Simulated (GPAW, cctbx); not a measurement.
# ScPtC2: deformation density and structure factors from DFT

Question: by how much does bonding change the X-ray structure factors of ScPtC2, how firmly does DFT give the change, and what does a routine refinement make of it?

The start was made by putting kin elements into a known structure type; the compound need not exist, or be stable, in this form. All numbers below are calculated.

## Step 1: Relax the structure

The density hangs on the geometry, so cell and atoms are relaxed first, with the symmetry held. The cutoff is set higher than for the density because stress converges slowly with plane waves.

Settings: GPAW 26.7.0, PBE, 670 eV, 6×6×3 k-points (along the axes of the calculation cell), Fermi–Dirac width 0.1 eV, BFGS to 0.03 eV/Å.

```text
cell
1.0
     3.448000000    0.000000000    0.000000000
     0.000000000    3.448000000    0.000000000
     0.000000000    0.000000000    7.456000000
Pt Sc C
2 2 4
Direct
0.500000000 0.500000000 0.000000000
0.000000000 0.000000000 0.000000000
0.500000000 0.000000000 0.354800000
0.000000000 0.500000000 0.645200000
0.500000000 0.000000000 0.647000000
0.000000000 0.500000000 0.353000000
0.500000000 0.000000000 0.837900000
0.000000000 0.500000000 0.162100000
```

```console
$ OMP_NUM_THREADS=1 mpirun -n 4 gpaw python run.py > gpaw.log
```

```text
BFGS:    0      -57.096555        4.838417
BFGS:    1      -57.764246        2.577287
BFGS:    2      -58.267977        2.176254
BFGS:    3      -58.797683        0.856024
...
BFGS:   15      -59.036407        0.078810
BFGS:   16      -59.037274        0.038803
BFGS:   17      -59.037480        0.012696
cell  3.6712 3.6712 7.4281  90.00 90.00 90.00
volume 100.115 A^3, largest force 0.013 eV/A, largest stress 0.10 GPa
```

The cell moved far, while the k-mesh and basis were chosen for the start, so the final shape may be somewhat biased.

After 17 steps the volume has changed by +12.9 % and the energy by -1.941 eV; the largest stress left is 0.10 GPa. It took 7 min on 4 cores of Intel(R) Xeon(R) Platinum 8488C (Sapphire Rapids) (shared host), peak memory 1.4 GiB.

Relaxed structure: P4/nmm (no. 129, origin choice 1), a = 3.6712 Å, b = 3.6712 Å, c = 7.4281 Å, α = 90.00°, β = 90.00°, γ = 90.00°.

| atom | mult. | x | y | z |
| --- | --- | --- | --- | --- |
| Pt1 | 2 | 1/2 | 1/2 | 0 |
| Sc1 | 2 | 1/2 | 0 | 0.3471 |
| C1 | 2 | 1/2 | 0 | 0.6366 |
| C2 | 2 | 1/2 | 0 | 0.8186 |

## Step 2: Density and charge transfer

X-rays see the whole electron density, so the PAW density is rebuilt with its core regions. Subtracting spherical free atoms from the same code cancels the cores and leaves the deformation density Δρ, the part due to bonding.

Settings: PBE, 550 eV, 6×6×3 k-points (along the axes of the calculation cell), Fermi–Dirac width 0.1 eV; primitive cell of 8 atoms.

```console
$ OMP_NUM_THREADS=1 mpirun -n 4 gpaw python run.py > gpaw.log
```

```text
|iter:   1|       0s |  -69.029475 | +0.96 |       |
|iter:   2|       1s |  -63.593505 | -0.02 | -0.92 |
|iter:   3|       1s |  -59.506222 | +0.18 | -1.04 |
...
|iter:  30|      21s |  -58.989239c| -7.06 | -6.97c|
|iter:  31|      22s |  -58.989239c| -7.32 | -7.18c|
|iter:  32|      22s |  -58.989239c| -7.41c| -7.08c|
```

```text
grid (40, 40, 84)  electrons 222.000  moved by bonding 1.736 e
deformation density beyond 0.5 A of the nuclei: max 0.707, min -0.289 e/A^3
atom        x       y       z   Voronoi charge  moment
Pt1    0.5000  0.5000  0.0000      0.167       0.00
Pt2    0.0000  0.0000  0.0000      0.167       0.00
Sc3    0.5000  0.0000  0.3471      0.336       0.00
Sc4    0.0000  0.5000  0.6529      0.336       0.00
C 5    0.5000  0.0000  0.6366     -0.341       0.00
C 6    0.0000  0.5000  0.3634     -0.341       0.00
C 7    0.5000  0.0000  0.8186     -0.162       0.00
C 8    0.0000  0.5000  0.1814     -0.162       0.00
mean inner potential of superposed free atoms 23.768 V
total magnetic moment 0.000 muB
```

Deformation density in a plane through the shortest contact of the C atom at the origin, in 0.01 e/Å³ (clipped at ±99); x from -1.6 to 3.0 Å, y from 2.4 down to -2.4 Å:

```text
 25  18  10   2  -3   .   .   8   8  -1  -1   0   1   0   0   1
  9   9   4  -2  -3   1   3   1  -2  -2   0   1   2   2   2   3
  4   3   0  -1  -2  -2  -2  -3  -3  -1   1   2   3   4   4   4
  0  -1   0   1   2   2   1  -1  -2  -1   1   4   4   4   4   4
 -4  -2   2   6   6   3   1   3   1  -3  -2   5   6   4   3   3
 -3   0   8  14  14   .  -2  23  25  -2   .   0   4   3   1   1
 -1   4  13  22   .   .   .  60  68   .   .   .   2   1   0   0
 -3   0   8  14  14   .  -2  23  25  -2   .   0   4   3   1   1
 -4  -2   2   6   6   3   1   3   1  -3  -2   5   6   4   3   3
  0  -1   0   1   2   2   1  -1  -2  -1   1   4   4   4   4   4
  4   3   0  -1  -2  -2  -2  -3  -3  -1   1   2   3   4   4   4
  9   9   4  -2  -3   1   3   1  -2  -2   0   1   2   2   2   3
 25  18  10   2  -3   .   .   8   8  -1  -1   0   1   0   0   1
```

Atoms in or within 0.15 Å of the plane: C (0.0, 0.0), C (1.4, 0.0) Å. Dots mark points within about 0.45 Å of a nucleus; large values next to them are atomic features.

C gains most (-0.25 e) and Sc loses most (+0.34 e), in averages over each element's sites, as electronegativity suggests. Such charges fall far short of formal ones, since overlapping free atoms already put density on their neighbours. Along the shortest contact from the C atom at the map's origin, C–C at 1.35 Å, Δρ is +0.70 e/Å³ at the midpoint: a bond charge, the mark of covalency. At the midpoints of other shortest contacts it is +0.10 (Sc–C, 2.15 Å), +0.04 (Pt–C, 2.28 Å), +0.04 (Pt–Pt, 2.60 Å) and +0.01 (Pt–Sc, 3.17 Å) e/Å³. Point values carry grid noise of about 0.01 e/Å³. The run needed 32 iterations, 32 s.

## Step 3: Structure factors

The Fourier components of Δρ, added to those of the free atoms, give the static X-ray structure factors; the Mott–Bethe relation turns them into the Fourier components V of the potential that fast electrons feel.

```text
static structure factors of the conventional cell: F in electrons, V (Mott-Bethe) in volts
   h  k  l      d  |F| table  |F| free   |F| DFT   change   |V| free  |V| DFT  change %
   0  0  1  7.4281   127.192   127.079   126.787   -0.292     5.096    5.834     14.5
   0  0  2  3.7140   124.094   123.988   123.890   -0.098     5.083    5.144      1.2
   1  0  1  3.2912    12.928    12.936    12.222   -0.713     0.742    1.096     47.7
   1  0  2  2.6109    27.205    27.145    26.648   -0.497     2.979    3.134      5.2
   1  1  0  2.5959    88.416    88.393    87.305   -1.088     0.496    0.832     67.7
   0  0  3  2.4760   160.558   160.419   159.842   -0.577     9.755    9.917      1.7
   1  1  1  2.4506   150.777   150.667   150.686    0.019     8.864    8.858     -0.1
   1  1  2  2.1277   141.652   141.555   141.466   -0.089     7.961    7.979      0.2
   1  0  3  2.0528     5.574     5.560     5.420   -0.140     0.406    0.433      6.6
   0  0  4  1.8570    95.404    95.277    95.111   -0.166     2.414    2.440      1.1
   2  0  0  1.8356   158.446   158.332   158.525    0.193     9.822    9.792     -0.3
   1  1  3  1.7917    95.859    95.743    95.485   -0.258     3.099    3.137      1.2
   2  0  1  1.7820   103.987   103.857   103.613   -0.244     3.669    3.705      1.0
   1  0  4  1.6571    19.436    19.446    19.434   -0.012     2.014    2.016      0.1
```

The largest X-ray change is -1.09 e on 110, 1.2 % of |F|. For electrons V goes as (Z − F)/g², so a change of F counts against Z − F, which is small at low angle and wherever the atoms' terms cancel: |V| of 110 moves by +67.7 % (0.50 to 0.83 V) against -1.2 % in |F|. The tabulated Hartree–Fock atoms differ from the free DFT atoms by up to 0.14 e, so the choice of reference atom matters too.

## Step 4: Convergence

Cutoff and k-mesh: one is changed at a time, to find what the result needs.

| run | ΔF 110 (e) | ΔF 101 (e) | ΔF 003 (e) | q(C) (e) | moved (e) | time |
| --- | --- | --- | --- | --- | --- | --- |
| 550 eV 6×6×3 | -1.088 | -0.713 | -0.577 | -0.252 | 1.736 | 32 s |
| 250 eV 6×6×3 | -0.980 | -0.624 | -0.594 | -0.239 | 1.783 | 14 s |
| 350 eV 6×6×3 | -1.072 | -0.702 | -0.579 | -0.253 | 1.691 | 21 s |
| 750 eV 6×6×3 | -1.089 | -0.714 | -0.578 | -0.252 | 1.709 | 50 s |
| 550 eV 2×2×1 | -1.084 | -0.692 | -0.427 | -0.239 | 1.639 | 16 s |
| 550 eV 4×4×2 | -1.090 | -0.709 | -0.579 | -0.252 | 1.738 | 27 s |

Within 0.02 e of the base on all three: 350 eV 6×6×3, 550 eV 4×4×2 and 750 eV 6×6×3. The largest error, 0.150 e, comes with 550 eV 2×2×1. The run marked unsound (smearing far too wide) gave no density. Times are from shared hosts.

## Step 5: Refining ordinary atoms against data with bonding

Routine crystallography fits spherical atoms. To see the bias, intensities are simulated from tabulated atoms plus the DFT change ΔF, so that bonding alone can misfit (4516 reflections of the full sphere, merged to the counts below, to 0.45 Å, 1 % proportional noise plus counting noise, assumed isotropic U as listed, Δρ smeared by the mean U) and refined with cctbx over different ranges.

```csv
range,data,R1,GooF,U Pt1 (true 0.0064),U Sc1 (true 0.0105),U C1 (true 0.0146),U C2 (true 0.0146),largest shift (Å),"Δρ max, min (e/Å³)"
all data,387,0.0035,1.11,0.0064,0.0105,0.0147,0.0147,0.0004,"0.71, -0.35"
"low resolution, d > 0.84",73,0.0028,1.51,0.0062,0.0102,0.0145,0.0145,0.0062,"0.33, -0.16"
"high order, d < 0.75",290,0.0038,0.97,0.0064,0.0105,0.0147,0.0147,0.0013,"0.34, -0.35"
"occupancies free, d > 0.7",118,0.0032,1.24,0.0064,0.0104,0.0165,0.0160,0.0018,"0.41, -0.21"
```

With all data GooF is 1.11, diluted by the many high-angle data; the misfit shows at low resolution; the top residual peak lies 0.49 Å from C and 0.86 Å from C. No U is off by more than 3 s.u. at low resolution. With Pt1 held at 1 and the scale free, the other occupancies refine to Sc1 1.000(0.003), C1 1.052(0.015) and C2 1.035(0.012), on sites that are all full: they absorb part of the misfit, and only ratios to the fixed site mean anything.

## Step 6: Answer

Bonding moves 1.74 e in the primitive cell of ScPtC2 and changes the structure factors of the conventional cell in the table above by at most 1.09 e (110, 1.2 %), and among reflections above 2 % of the strongest by up to 5.5 % (101). The shortest bond, C–C, has Δρ = +0.70 e/Å³ at its midpoint, a covalent bond charge. Within 0.02 e of the base on all three: 350 eV 6×6×3, 550 eV 4×4×2 and 750 eV 6×6×3. The largest error, 0.150 e, comes with 550 eV 2×2×1. With all data GooF is 1.11, diluted by the many high-angle data. Limits: static density, frozen cores, no spin–orbit coupling.

[Outputs are excerpts: Python notices, other lines and further rows are left out; steps that failed or that the build refused (PBEsol, TPSS) are not shown.]

[Logs are printed without paths, hosts, clocks, repeated set-up lines and the standing remarks that a program may print on its own settings, such as how far it seeks lower states.]
